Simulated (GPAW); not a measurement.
# Ballistic transport through a Pb chain with CO on top of one atom, from relaxation to T(E), part 2 of 2

Aim: the conductance of a Pb chain with CO on top of one atom after relaxation, and whether geometry, basis or functional moves it most.

GPAW 26.7.0; GPAW LCAO, PAW setups; relaxation of the junction within the symmetry of its start, lead ends held (the session's first sound run).

So far, transmission at the Fermi level (one spin): step 3 (GPAW, dzp) 2.19; step 4 (basis szp(dzp)) 2.22; step 5 (basis sz(dzp)) 2.27.

**6. revPBE in the dzp basis: xc = "revPBE"**

Level of this step: GPAW LCAO, PAW setups; Landauer transmission from Green's functions with principal layers (ASE), zero bias (GPAW).

Back in the dzp basis, the functional changes from PBE to revPBE, to set the spread between functionals beside that between bases.

run.py reads:

```python
import json
import numpy as np
from ase import Atoms
from ase.transport.calculators import TransportCalculator
from gpaw import GPAW, FermiDirac
from gpaw.lcao.tools import get_lcao_hamiltonian
from scipy.linalg import eigh

# The junction with lead layers at both ends, along the third cell vector
device = Atoms(
    ['Pb', 'Pb', 'Pb', 'Pb', 'Pb', 'Pb', 'Pb', 'C', 'O', 'Pb', 'Pb', 'Pb', 'Pb', 'Pb', 'Pb'],
    positions=[
        [4.50000, 4.50000, 1.45000],
        [4.50000, 4.50000, 4.35000],
        [4.50000, 4.50000, 7.25000],
        [4.50000, 4.50000, 10.15000],
        [4.50000, 4.50000, 13.05000],
        [5.03842, 4.50000, 15.96561],
        [3.83031, 4.50000, 18.85000],
        [6.19386, 4.50000, 18.85000],
        [7.37662, 4.50000, 18.85000],
        [5.03842, 4.50000, 21.73439],
        [4.50000, 4.50000, 24.65000],
        [4.50000, 4.50000, 27.55000],
        [4.50000, 4.50000, 30.45000],
        [4.50000, 4.50000, 33.35000],
        [4.50000, 4.50000, 36.25000]],
    cell=[[9.0, 0.0, 0.0], [0.0, 9.0, 0.0], [0.0, 0.0, 37.7]],
    pbc=True)

# One principal layer of the lead: the first 3 atoms of the device
lead = Atoms(
    ['Pb', 'Pb', 'Pb'],
    positions=[
        [4.50000, 4.50000, 1.45000],
        [4.50000, 4.50000, 4.35000],
        [4.50000, 4.50000, 7.25000]],
    cell=[[9.0, 0.0, 0.0], [0.0, 9.0, 0.0], [0.0, 0.0, 8.7]],
    pbc=True)

settings = dict(mode='lcao', basis='dzp', xc='revPBE', h=0.18,
                occupations=FermiDirac(0.1), maxiter=250,
                mixer=dict(beta=0.1, nmaxold=8, weight=100.0),
                convergence=dict(density=0.0001))
energies = np.arange(-2, 2 + 1e-9, 0.025)
eta = 0.0001
n1, n2 = 1, 1
# k and -k transmit alike, so half of the mesh across the current serves
mesh = [(i, j) for i in range(n1) for j in range(n2) if (i, j) <= (-i % n1, -j % n2)]
weights = np.array([1 if (i, j) == (-i % n1, -j % n2) else 2 for i, j in mesh]) / (n1 * n2)

# [... helper functions left out ...]
fermi_lead = ground_state(lead, (1, 1, 13), 'lead.txt')
fermi_device = ground_state(device, (1, 1, 2), 'device.txt')
# [... loop over the mesh left out, but for ...]
        # Shift the lead onto the potential of the device's first layer
        shift = ((H[:, 0, 0] - H0[:, 0, 0]) / S0[0, 0]).real.mean()
# [...]
kT = 8.617333e-5 * 300
bias = [0.1, 0.2, 0.5, 1.0, 1.5, 2.0]
# [... integrals and printing left out ...]
```

Launch:

```sh
OMP_NUM_THREADS=1 OPENBLAS_NUM_THREADS=1 python run.py
```

Log:

```text
basis functions: device 325, principal layer 69
Fermi level: lead -2.4495 eV, device -2.3309 eV; lead shifted by 0.0014 eV
largest coupling past the next layer 2.73e-08 eV, largest misfit of the first layer 0.026 eV
  E-E_F (eV)   T (one spin)  [channel counts left out]
    -2.000    8.2555e-01
    -1.975    8.3863e-01
    -1.950    8.5101e-01
[...]
1.975    1.7139e+00
     2.000    1.6831e+00
conductance at 300 K: 2.1849 G0 a cell; thermopower -2.15 uV/K
current from the zero-bias T(E) at 0.1 V: 16.925 uA
current from the zero-bias T(E) at 0.2 V: 33.826 uA
current from the zero-bias T(E) at 0.5 V: 84.116 uA
current from the zero-bias T(E) at 1.0 V: 164.3 uA
current from the zero-bias T(E) at 1.5 V: 231.44 uA
current from the zero-bias T(E) at 2.0 V: 293.37 uA
```

The job ended after 100 s (1 thread of Intel Xeon Platinum 8488C (Sapphire Rapids), shared host; peak memory 1.8 GiB).

This step gave:

```
conductance                                    : 2.185 G₀
thermopower                                    : -2.150 μV/K
largest coupling past the next principal layer : 2.73e-8 eV
largest misfit of the first principal layer    : 0.02645 eV
shift that aligns the lead                     : 0.001386 eV
basis functions of the junction                : 325
basis functions of a principal layer           : 69
transmission at the Fermi level (one spin)     : 2.186
```

One spin. The transmission, zone mean by energy, zero at the Fermi level:

energy (eV), transmission, zone mean and a bar:
```
   -2.000       0.83 ########
   -1.900       0.87 #########
   -1.800       0.91 #########
   -1.700       0.95 ##########
   -1.600       0.97 ##########
   -1.500       0.99 ##########
   -1.400       1.00 ##########
   -1.350       1.00 ##########
   -1.300       1.00 ##########
   -1.200       0.98 ##########
   -1.100       0.95 ##########
   -1.000       0.89 #########
   -0.900       0.79 #######
   -0.800       0.60 #####
   -0.700       0.22 
   -0.600       1.26 ##############
   -0.500       1.53 #################
   -0.400       1.73 ####################
   -0.300       1.90 ######################
   -0.200       2.03 ########################
   -0.100       2.12 #########################
    0.000       2.19 ##########################
    0.100       2.24 ###########################
    0.200       2.30 ###########################
    0.300       2.34 ############################
    0.400       2.39 #############################
    0.500       2.43 #############################
    0.600       2.46 ##############################
    0.700       2.48 ##############################
    0.800       2.49 ##############################
    0.900       2.48 ##############################
    1.000       2.46 ##############################
    1.100       2.42 #############################
    1.200       2.38 #############################
    1.300       2.32 ############################
    1.400       2.25 ###########################
    1.500       2.17 ##########################
    1.600       2.08 #########################
    1.700       1.99 #######################
    1.800       1.90 ######################
    1.900       1.80 #####################
    2.000       1.68 ###################
```

The conductance, 2.18 G₀, lies 0.4 % below that of the dzp run.

**7. The structure as built: geometry = "as built"**

The dzp basis with PBE on the structure as first built shows what the relaxation was worth.

run.py, as its differences from that of step 6:

```diff
@@ -17,7 +17,7 @@
         [4.50000, 4.50000, 13.05000],
-        [5.03842, 4.50000, 15.96561],
-        [3.83031, 4.50000, 18.85000],
-        [6.19386, 4.50000, 18.85000],
-        [7.37662, 4.50000, 18.85000],
-        [5.03842, 4.50000, 21.73439],
+        [4.50000, 4.50000, 15.95000],
+        [4.50000, 4.50000, 18.85000],
+        [6.47020, 4.50000, 18.85000],
+        [7.63020, 4.50000, 18.85000],
+        [4.50000, 4.50000, 21.75000],
         [4.50000, 4.50000, 24.65000],
@@ -40,3 +40,3 @@
 
-settings = dict(mode='lcao', basis='dzp', xc='revPBE', h=0.18,
+settings = dict(mode='lcao', basis='dzp', xc='PBE', h=0.18,
                 occupations=FermiDirac(0.1), maxiter=250,
```

Log:

```text
basis functions: device 325, principal layer 69
Fermi level: lead -2.5491 eV, device -2.4768 eV; lead shifted by -0.0109 eV
largest coupling past the next layer 2.76e-08 eV, largest misfit of the first layer 0.009 eV
  E-E_F (eV)   T (one spin)  [channel counts left out]
    -2.000    9.0251e-01
    -1.975    9.0531e-01
    -1.950    9.0784e-01
[...]
1.975    1.2187e+00
     2.000    1.2084e+00
conductance at 300 K: 2.0444 G0 a cell; thermopower -0.4687 uV/K
current from the zero-bias T(E) at 0.1 V: 15.832 uA
current from the zero-bias T(E) at 0.2 V: 31.611 uA
current from the zero-bias T(E) at 0.5 V: 78.117 uA
current from the zero-bias T(E) at 1.0 V: 150.39 uA
current from the zero-bias T(E) at 1.5 V: 210.94 uA
current from the zero-bias T(E) at 2.0 V: 262.82 uA
```

Elapsed: 100 s, on 1 thread; peak memory 1.8 GiB.

This step gave:

* conductance: 2.044 G₀
* largest coupling past the next principal layer: 2.76e-8 eV
* largest misfit of the first principal layer: 0.009123 eV
* shift that aligns the lead: -0.01087 eV
* transmission at the Fermi level (one spin): 2.047

The conductance, 2.04 G₀, lies 6.8 % below that of the dzp run.

**8. The ladder**

Times are for 1 thread of Intel Xeon Platinum 8488C (Sapphire Rapids), shared host. Results by setting:

| no. | run | conductance (G₀) | time | memory (GiB) |
| --- | --- | --- | --- | --- |
| 1 | dzp | 2.193 | 1.8 min | 1.8 |
| 2 | szp | 2.216 | 88 s | 1.8 |
| 3 | sz | 2.264 | 55 s | 1.6 |
| 4 | dzp revPBE | 2.185 | 100 s | 1.8 |
| 5 | asbuilt | 2.044 | 100 s | 1.8 |

**9. Comparison**

The curves are compared point by point over the common energies.

This step: comparison of transmission and cost over codes, levels and geometry (GPAW 26.7.0).

Ladder, by row:

| step | code | T at the Fermi level (sum over the listed spins) | conductance (G0) | r.m.s. T(E) from the first | wall time (s) | peak memory (GiB) | threads |
| --- | --- | --- | --- | --- | --- | --- | --- |
| dzp | GPAW | 2.195 | 2.193 | 0 | 106.7 | 1.81 | 1 |
| szp | GPAW | 2.218 | 2.216 | 0.05664 | 87.69 | 1.77 | 1 |
| sz | GPAW | 2.266 | 2.264 | 0.1429 | 55.2 | 1.64 | 1 |
| dzp-revPBE | GPAW | 2.186 | 2.185 | 0.005121 | 99.54 | 1.81 | 1 |
| asbuilt | GPAW | 2.047 | 2.044 | 0.4589 | 99.55 | 1.81 | 1 |

The transmission, zone mean, sum over the listed spins by energy, zero at the Fermi level:

| energy (eV) | dzp | szp | sz | dzp-revPBE | asbuilt |
| --- | --- | --- | --- | --- | --- |
| -2.000 | 0.820 | 0.852 | 0.853 | 0.826 | 0.903 |
| -1.800 | 0.910 | 0.932 | 0.929 | 0.913 | 0.919 |
| -1.600 | 0.968 | 0.980 | 0.977 | 0.970 | 0.928 |
| -1.400 | 0.997 | 0.999 | 0.999 | 0.998 | 0.934 |
| -1.375 | 0.999 | 0.999 | 0.999 | 0.999 | 0.934 |
| -1.350 | 0.999 | 0.999 | 0.999 | 0.999 | 0.935 |
| -1.200 | 0.986 | 0.982 | 0.982 | 0.985 | 0.937 |
| -1.000 | 0.896 | 0.901 | 0.887 | 0.894 | 0.939 |
| -0.800 | 0.602 | 0.646 | 0.562 | 0.598 | 0.938 |
| -0.600 | 1.27 | 1.23 | 1.38 | 1.26 | 1.37 |
| -0.400 | 1.74 | 1.71 | 1.78 | 1.73 | 1.73 |
| -0.200 | 2.03 | 2.03 | 2.08 | 2.03 | 1.96 |
| 0.000 | 2.19 | 2.22 | 2.27 | 2.19 | 2.05 |
| 0.200 | 2.30 | 2.34 | 2.41 | 2.30 | 2.03 |
| 0.400 | 2.39 | 2.45 | 2.52 | 2.39 | 1.97 |
| 0.600 | 2.46 | 2.52 | 2.59 | 2.46 | 1.88 |
| 0.750 | 2.49 | 2.55 | 2.61 | 2.49 | 1.80 |
| 0.775 | 2.49 | 2.55 | 2.61 | 2.49 | 1.79 |
| 0.800 | 2.49 | 2.55 | 2.61 | 2.49 | 1.78 |
| 1.000 | 2.46 | 2.51 | 2.55 | 2.46 | 1.68 |
| 1.200 | 2.38 | 2.40 | 2.40 | 2.38 | 1.58 |
| 1.400 | 2.25 | 2.24 | 2.16 | 2.25 | 1.48 |
| 1.600 | 2.09 | 2.03 | 1.86 | 2.08 | 1.38 |
| 1.800 | 1.90 | 1.79 | 1.50 | 1.90 | 1.29 |
| 2.000 | 1.68 | 1.47 | 1.97 | 1.68 | 1.21 |

**10. Mixing 0.25**

Mixing changes the road to self-consistency, not its end. The mixing history changes the road to self-consistency, not its end.

This step: GPAW LCAO, PAW setups; Landauer transmission from Green's functions with principal layers (ASE), zero bias (GPAW 26.7.0).

run.py, as its differences from that of step 7:

```diff
@@ -17,7 +17,7 @@
         [4.50000, 4.50000, 13.05000],
-        [4.50000, 4.50000, 15.95000],
-        [4.50000, 4.50000, 18.85000],
-        [6.47020, 4.50000, 18.85000],
-        [7.63020, 4.50000, 18.85000],
-        [4.50000, 4.50000, 21.75000],
+        [5.03842, 4.50000, 15.96561],
+        [3.83031, 4.50000, 18.85000],
+        [6.19386, 4.50000, 18.85000],
+        [7.37662, 4.50000, 18.85000],
+        [5.03842, 4.50000, 21.73439],
         [4.50000, 4.50000, 24.65000],
@@ -42,3 +42,3 @@
                 occupations=FermiDirac(0.1), maxiter=250,
-                mixer=dict(beta=0.1, nmaxold=8, weight=100.0),
+                mixer=dict(beta=0.25, nmaxold=3, weight=100.0),
                 convergence=dict(density=0.0001))
```

Log:

```text
basis functions: device 325, principal layer 69
Fermi level: lead -2.5491 eV, device -2.4318 eV; lead shifted by 0.0017 eV
largest coupling past the next layer 2.76e-08 eV, largest misfit of the first layer 0.027 eV
  E-E_F (eV)   T (one spin)  [channel counts left out]
    -2.000    8.2016e-01
    -1.975    8.3349e-01
    -1.950    8.4611e-01
    -1.925    8.5810e-01
    -1.900    8.6949e-01
    -1.875    8.8033e-01
    -1.850    8.9064e-01
    -1.825    9.0046e-01
    -1.800    9.0981e-01
    -1.775    9.1869e-01
    -1.750    9.2712e-01
    -1.725    9.3511e-01
    -1.700    9.4266e-01
    -1.675    9.4978e-01
    -1.650    9.5645e-01
    -1.625    9.6269e-01
[...]
1.825    1.8775e+00
     1.850    1.8520e+00
     1.875    1.8258e+00
     1.900    1.7989e+00
     1.925    1.7712e+00
     1.950    1.7424e+00
     1.975    1.7123e+00
     2.000    1.6806e+00
conductance at 300 K: 2.1932 G0 a cell; thermopower -2.164 uV/K
current from the zero-bias T(E) at 0.1 V: 16.989 uA
current from the zero-bias T(E) at 0.2 V: 33.952 uA
current from the zero-bias T(E) at 0.5 V: 84.413 uA
current from the zero-bias T(E) at 1.0 V: 164.81 uA
current from the zero-bias T(E) at 1.5 V: 232.2 uA
current from the zero-bias T(E) at 2.0 V: 294.24 uA
```

The job ended after 2.9 min (1 thread; peak memory 1.6 GiB).

Numbers from this step:

- conductance: 2.193 G₀
- thermopower: -2.164 μV/K
- largest misfit of the first principal layer: 0.02655 eV
- shift that aligns the lead: 0.001713 eV
- transmission at the Fermi level (one spin): 2.195

One spin. The transmission, zone mean by energy, zero at the Fermi level:

| energy (eV) | transmission, zone mean |
| --- | --- |
| -2.000 | 0.820 |
| -1.900 | 0.869 |
| -1.800 | 0.910 |
| -1.700 | 0.943 |
| -1.600 | 0.968 |
| -1.500 | 0.987 |
| -1.400 | 0.997 |
| -1.350 | 0.999 |
| -1.300 | 0.998 |
| -1.200 | 0.986 |
| -1.100 | 0.955 |
| -1.000 | 0.896 |
| -0.900 | 0.790 |
| -0.800 | 0.601 |
| -0.700 | 0.222 |
| -0.600 | 1.27 |
| -0.500 | 1.53 |
| -0.400 | 1.74 |
| -0.300 | 1.91 |
| -0.200 | 2.03 |
| -0.100 | 2.12 |
| 0.000 | 2.19 |
| 0.100 | 2.25 |
| 0.200 | 2.30 |
| 0.300 | 2.35 |
| 0.400 | 2.39 |
| 0.500 | 2.43 |
| 0.600 | 2.46 |
| 0.700 | 2.48 |
| 0.800 | 2.49 |
| 0.900 | 2.48 |
| 1.000 | 2.46 |
| 1.100 | 2.43 |
| 1.200 | 2.38 |
| 1.300 | 2.32 |
| 1.400 | 2.25 |
| 1.500 | 2.17 |
| 1.600 | 2.09 |
| 1.700 | 2.00 |
| 1.800 | 1.90 |
| 1.900 | 1.80 |
| 2.000 | 1.68 |

Not self-consistent under bias; the bias window is split evenly. The current through one cell, from the zero-bias transmission by bias:

| bias (V) | current through one cell, from the zero-bias transmission (μA) |
| --- | --- |
| 0.100 | 17.0 |
| 0.200 | 34.0 |
| 0.500 | 84.4 |
| 1.000 | 165 |
| 1.500 | 232 |
| 2.000 | 294 |

Table of transmission of the three most open eigenchannels by energy, zero at the Fermi level:

| energy (eV) | channel 1 | channel 2 | channel 3 |
| --- | --- | --- | --- |
| -2.000 | 0.820 | 0 | 0 |
| -1.900 | 0.869 | 0 | 0 |
| -1.800 | 0.910 | 0 | 0 |
| -1.700 | 0.943 | 0 | 0 |
| -1.600 | 0.968 | 0 | 0 |
| -1.500 | 0.987 | 0 | 0 |
| -1.400 | 0.997 | 0 | 0 |
| -1.300 | 0.998 | 0 | 0 |
| -1.200 | 0.986 | 0 | 0 |
| -1.100 | 0.955 | 0 | 0 |
| -1.000 | 0.896 | 0 | 0 |
| -0.900 | 0.790 | 0 | 0 |
| -0.800 | 0.601 | 4.2e-11 | 0 |
| -0.700 | 0.222 | 1.2e-6 | 1.3e-7 |
| -0.600 | 0.676 | 0.553 | 0.0424 |
| -0.500 | 0.785 | 0.675 | 0.0723 |
| -0.400 | 0.860 | 0.770 | 0.109 |
| -0.300 | 0.914 | 0.841 | 0.151 |
| -0.200 | 0.950 | 0.884 | 0.197 |
| -0.100 | 0.972 | 0.906 | 0.246 |
| 0.000 | 0.984 | 0.914 | 0.297 |
| 0.100 | 0.990 | 0.914 | 0.349 |
| 0.200 | 0.994 | 0.910 | 0.400 |
| 0.300 | 0.996 | 0.906 | 0.449 |
| 0.400 | 0.998 | 0.902 | 0.494 |
| 0.500 | 0.999 | 0.900 | 0.533 |
| 0.600 | 0.999 | 0.898 | 0.565 |
| 0.700 | 0.999 | 0.895 | 0.589 |
| 0.800 | 0.999 | 0.888 | 0.603 |
| 0.900 | 0.999 | 0.876 | 0.609 |
| 1.000 | 0.999 | 0.857 | 0.607 |
| 1.100 | 0.999 | 0.831 | 0.598 |
| 1.200 | 0.999 | 0.796 | 0.584 |
| 1.300 | 0.999 | 0.753 | 0.568 |
| 1.400 | 0.997 | 0.702 | 0.550 |
| 1.500 | 0.995 | 0.645 | 0.532 |
| 1.600 | 0.991 | 0.582 | 0.513 |
| 1.700 | 0.987 | 0.516 | 0.495 |
| 1.800 | 0.981 | 0.477 | 0.445 |
| 1.900 | 0.975 | 0.456 | 0.368 |
| 2.000 | 0.968 | 0.432 | 0.280 |

The conductance equals that of the dzp run to 0.2 %.

**11. Outcome**

```yaml
conductance: 2.19 G₀
transmission_at_the_fermi_level_mean_of_the_spins: 2.19
thermopower: -2.16 μV/K
```

What this shows: In the dzp basis the junction conducts 2.19 G₀ at 300 K, with T = 2.19 a spin at the Fermi level; the sz basis reaches that conductance within 10 %. Relaxation moved atoms by up to 0.67 Å and took the conductance from 2.04 to 2.19 G₀, as a ratio a larger change than the step from dzp to the minimal basis. At the Fermi level the three most open eigenchannels pass 0.98, 0.91 and 0.30. Measured against the first run (dzp), the nearest curve is that of dzp-revPBE (r.m.s. 0.0051) and the farthest that of asbuilt (0.46). Over the compared runs wall time goes from 55 s (sz) to 107 s (dzp), on a shared host. The leads kept an estimated spacing and the cell its length, so the junction may be under some tension or compression. The geometry comes from the orbital basis, which tends to overbind, and kept the symmetry of the start, so a structure of lower symmetry may lie lower. Spin-orbit coupling is left out, which matters for the heavy atoms here. An evenly spaced straight chain is an idealisation: free chains tend to dimerise, zigzag or, where a band edge lies near the Fermi level, turn magnetic. The currents use the zero-bias T(E) throughout, which holds only while the bias is small against the distance to the nearest feature.

[Logs are printed without paths, hosts, clocks, repeated set-up lines and the standing remarks that a program may print on its own settings, such as how far it seeks lower states.]

[Hosts, paths, dates, database ids (printed as entryN), source tags and the programs' standing remarks are cut or masked in the printed files.]
